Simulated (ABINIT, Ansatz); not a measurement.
**How the form of the self-energy moves the gap of WS2 (Tungstenite)**

Aim: compare treatments of exchange, screening and correlation for the gap of WS2 (Tungstenite).

Calculated with ABINIT 10.8.3; PBE and many-body steps on it, plane waves.

Report form: the programs' logs are mostly left out.

The database entry behind the starting cell differs from later determinations by our own check (an axis about 1.4 % long against later determinations), so it need not match the best structure at ambient conditions.

### Step 1. The starting structure

Symmetry: P6_3/mmc, No. 194, hexagonal system. The conventional cell has a = 3.180 Å, b = 3.180 Å, c = 12.500 Å, α = 90.00°, β = 90.00°, γ = 120.00°. W has 6 S at 2.41 Å nearest. Nearest to S lie 3 W at 2.41 Å. Farther neighbours and most contacts between anions are not listed.

As a file:

```cif
data_structure
_symmetry_space_group_name_H-M 'P 1'
_symmetry_Int_Tables_number 1
_cell_length_a 3.1800
_cell_length_b 3.1800
_cell_length_c 12.5000
_cell_angle_alpha 90.000
_cell_angle_beta 90.000
_cell_angle_gamma 120.000
_cell_volume 109.47
loop_
_atom_site_label
_atom_site_type_symbol
_atom_site_fract_x
_atom_site_fract_y
_atom_site_fract_z
_atom_site_occupancy
W1 W 0.33333 0.66667 0.25000 1
W2 W 0.66667 0.33333 0.75000 1
S3 S 0.33333 0.66667 0.62500 1
S4 S 0.66667 0.33333 0.12500 1
S5 S 0.33333 0.66667 0.87500 1
S6 S 0.66667 0.33333 0.37500 1
```

The cell and positions come from the Crystallography Open Database and are kept as given unless a step says otherwise. Spin-orbit coupling is left out unless a step names it.

### Step 2. Empty states on the mesh, 3×3×1 mesh, 300 bands

This step: ABINIT 10.8.3; DFT, PBE, plane waves, norm-conserving pseudopotentials.

The sums over transitions need many empty states on a uniform mesh; this step solves for them.

Contents of run.abi:

```
acell 3*1.0 Angstrom
rprim 
  3.179999999980 0.000000000005 0.000000000000
  -1.589999999994 2.753960784015 0.000000000000
  0.000000000000 0.000000000000 12.500000000000
ntypat 2
znucl 74 16
natom 6
typat 1 1 2 2 2 2
xred 
  0.333333333333 0.666666666667 0.250000000000
  0.666666666667 0.333333333333 0.750000000000
  0.333333333333 0.666666666667 0.625000000000
  0.666666666667 0.333333333333 0.125000000000
  0.333333333333 0.666666666667 0.875000000000
  0.666666666667 0.333333333333 0.375000000000
pp_dirpath "pseudos"
pseudos "W.upf, S.upf"
ecut 31
ngkpt 3 3 1
nshiftk 1
shiftk 0 0 0
kptopt 1
chksymbreak 0
iscf -2
irdden 1
istwfk *1
nband 300
nbdbuf 26
tolwfr 1e-09
nstep 60
prtvol 0
indata_prefix "in"
outdata_prefix "out"
tmpdata_prefix "tmp"
```

The run is started by

```console
> OMP_NUM_THREADS=1 mpirun -n 4 abinit run.abi > log
```

It took 89 s on 4 MPI ranks of Arm Neoverse V2, shared host; peak memory 0.49 GiB; 5.9 min of CPU time.

This step gave:

```yaml
gap: 1.175 eV
k_of_the_valence_top: 0, 0, 0
k_of_the_conduction_bottom: 0.3333, 0.3333, 0
least_direct_gap: 1.737 eV
k_points_computed: 3
lowest_point_of_the_top_converged_band_above_the_valence_top: 84.9580 eV
```

On this mesh the gap is 1.175 eV.

The density comes from a self-consistent run that is not shown.

### Step 3. Screening, 3×3×1 mesh, 127 bands, screening to 114.3 eV

The RPA dielectric matrix is built and inverted for each q.

This step: RPA screening on PBE, plane waves, norm-conserving pseudopotentials.

run.abi, as its differences from that of step 2:

```diff
@@ -24,10 +24,11 @@
 chksymbreak 0
-iscf -2
-irdden 1
 istwfk *1
-nband 300
-nbdbuf 26
-tolwfr 1e-09
-nstep 60
-prtvol 0
+occopt 1
+irdwfk 1
+optdriver 3
+nband 127
+ecuteps 4.2
+inclvkb 2
+awtr 1
+symchi 1
 indata_prefix "in"
```

It took 22 s on 4 MPI ranks; peak memory 1 GiB; 86 s of CPU time.

Numbers from this step:

```
ε∞ with local fields, on this mesh, along the program's q direction : 18.08
the same without local fields                                       : 20.29
plasma frequency                                                    : 25.59 eV
plane waves in the screening matrix                                 : 303
```

Local fields lower ε∞ by 11 %. On a Γ-centred mesh this coarse the value itself is usually too large, while a short band sum pulls it down.

### Step 4. G0W0, Godby-Needs plasmon pole

The self-energy is evaluated for the states that the input lists, and the levels follow from it, in one-shot runs by the linearised quasiparticle equation.

This step: G0W0 on PBE, plane waves, norm-conserving pseudopotentials.

run.abi, as its differences from that of step 3:

```diff
@@ -27,8 +27,17 @@
 irdwfk 1
-optdriver 3
+optdriver 4
 nband 127
+gwcalctyp 0
+ecutsigx 31
+symsigma 1
+nkptgw 2
+kptgw 
+  0.0000000000 0.0000000000 0.0000000000
+  0.3333333333 0.3333333333 0.0000000000
+bdgw 
+  25 28
+  25 28
 ecuteps 4.2
-inclvkb 2
-awtr 1
-symchi 1
+irdscr 1
+ppmodel 1
 indata_prefix "in"
```

Wall time 7 s (4 MPI ranks); peak memory 0.73 GiB; 27 s of CPU time.

This step gave:

- G0W0 gap on the points computed: 1.883 eV
- starting gap on the mesh: 1.175 eV
- k of the valence top: 0, 0, 0
- k of the conduction bottom: 0.3333, 0.3333, 0
- Z at the valence top: 0.784
- Z at the conduction bottom: 0.786
- least direct G0W0 gap on the computed points: 2.477 eV

The gap on the mesh goes from 1.17 eV to 1.88 eV, a correction of +0.71 eV.

### Step 5. G0W0, Hybertsen-Louie plasmon pole

run.abi, as its differences from that of step 4:

```diff
@@ -41,3 +41,3 @@
 irdscr 1
-ppmodel 1
+ppmodel 2
 indata_prefix "in"
```

Wall time 6.8 s (4 MPI ranks); peak memory 0.72 GiB; 27 s of CPU time.

This step gave:

* G0W0 gap on the points computed: 1.963 eV
* starting gap on the mesh: 1.175 eV
* k of the valence top: 0, 0, 0
* k of the conduction bottom: 0.3333, 0.3333, 0
* Z at the valence top: 0.826
* Z at the conduction bottom: 0.826
* least direct G0W0 gap on the computed points: 2.566 eV

Against G0W0 in ABINIT (3×3×1 mesh, 127 bands, screening to 114.3 eV, Godby-Needs plasmon pole), the gap moves by +0.080 eV.

### Step 6. G0W0, von der Linden-Horsch plasmon pole

run.abi, as its differences from that of step 5:

```diff
@@ -41,3 +41,3 @@
 irdscr 1
-ppmodel 2
+ppmodel 3
 indata_prefix "in"
```

Run time: 5 s. Hardware: 4 MPI ranks; peak memory 0.59 GiB.

Numbers from this step:

| Item | Value |
| --- | --- |
| G0W0 gap on the points computed | 1.984 eV |
| starting gap on the mesh | 1.175 eV |
| k of the valence top | 0, 0, 0 |
| k of the conduction bottom | 0.3333, 0.3333, 0 |
| least direct G0W0 gap on the computed points | 2.585 eV |

Against G0W0 in ABINIT (3×3×1 mesh, 127 bands, screening to 114.3 eV, Godby-Needs plasmon pole), the gap moves by +0.101 eV.

### Step 7. One-shot Hartree-Fock

This step: one-shot Hartree-Fock on PBE, plane waves, norm-conserving pseudopotentials.

run.abi, as its differences from that of step 6:

```diff
@@ -28,4 +28,4 @@
 optdriver 4
-nband 127
-gwcalctyp 0
+nband 30
+gwcalctyp 5
 ecutsigx 31
@@ -39,5 +39,4 @@
   25 28
-ecuteps 4.2
-irdscr 1
-ppmodel 3
+ixc_sigma 40
+fftgw 31
 indata_prefix "in"
```

Run time: 3.6 s. Hardware: 4 MPI ranks; peak memory 0.56 GiB; 14 s of CPU time.

This step gave:

| Quantity | Value |
| --- | --- |
| quasiparticle gap on the points computed | 7.089 eV |
| starting gap on the mesh | 1.175 eV |
| k of the valence top | 0, 0, 0 |
| k of the conduction bottom | 0.3333, 0.3333, 0 |
| least direct quasiparticle gap on the computed points | 7.978 eV |

Against G0W0 in ABINIT (3×3×1 mesh, 127 bands, screening to 114.3 eV, Godby-Needs plasmon pole), the gap moves by +5.206 eV.

### Step 8. Side by side

Times are wall times on 4 MPI ranks of Arm Neoverse V2, shared host, good to a factor of about two. A run's time includes the screening step that it read.

```csv
run,mesh,bands,screening cutoff (eV),DFT gap (eV),gap on the mesh (eV),direct (eV),ε∞ used,time
"G0W0, Godby-Needs plasmon pole",3×3×1,127,114.3,1.175,1.883,2.477,18.08,29 s
"G0W0, Hybertsen-Louie plasmon pole",3×3×1,127,114.3,1.175,1.963,2.566,18.08,28 s
"G0W0, von der Linden-Horsch plasmon pole",3×3×1,127,114.3,1.175,1.984,2.585,18.08,27 s
one-shot Hartree-Fock,3×3×1,-,-,1.175,7.089,7.978,-,3.6 s
```

### Step 9. Outcome

```
G0W0, Godby-Needs plasmon pole           : 1.883 eV
G0W0, Hybertsen-Louie plasmon pole       : 1.963 eV
G0W0, von der Linden-Horsch plasmon pole : 1.984 eV
one-shot Hartree-Fock                    : 7.089 eV
known limits                             : not at the basis limit; no spin-orbit coupling; coarse k mesh
```

**Reading.** G0W0, Hybertsen-Louie plasmon pole: +0.080 eV against G0W0, Godby-Needs plasmon pole. G0W0, von der Linden-Horsch plasmon pole: +0.101 eV against G0W0, Godby-Needs plasmon pole. One-shot Hartree-Fock: +5.206 eV against G0W0, Godby-Needs plasmon pole. Bare exchange alone opens the gap to 7.09 eV; against G0W0, correlation takes back 5.21 eV. Bands and cutoff are finite, so the gap is not at the basis limit. The miss can reach some tenths of an eV and take either sign; the mesh is an error of its own. In the G0W0 runs levels were corrected at 2 k points alone, so a gap called «on the mesh» is the least over those, and an edge elsewhere would be missed. A denser mesh or path gives a starting gap of 1.05 eV: the GW mesh misses a band edge, so its gaps are not the fundamental one. The 3×3×1 mesh is coarse for this cell, which bears on the long-range parts of exchange and screening. The many-body steps are scalar-relativistic: spin-orbit coupling is not in them.

[Paths, hosts, dates, memory and timing lines, banners, echoed tables and standing remarks are left out of the program output.]

[Logs are printed without paths, hosts, clocks, repeated set-up lines and the standing remarks that a program may print on its own settings, such as how far it seeks lower states.]

[Runs of the session that timed out or met a known fault of the program may be left out.]

[Hosts, paths, dates, database ids (printed as entryN), source tags and the programs' standing remarks are cut or masked in the printed files.]

[G0W0 gaps are taken among the corrected bands and points alone; a level outside them can change the order at an edge.]

[Where Ansatz stands beside ABINIT at settings called matched, ABINIT's density can come from a denser mesh and the files from another edition; pairs whose starting gaps differed by over 0.03 eV were left out, so agreement reads better than it is.]
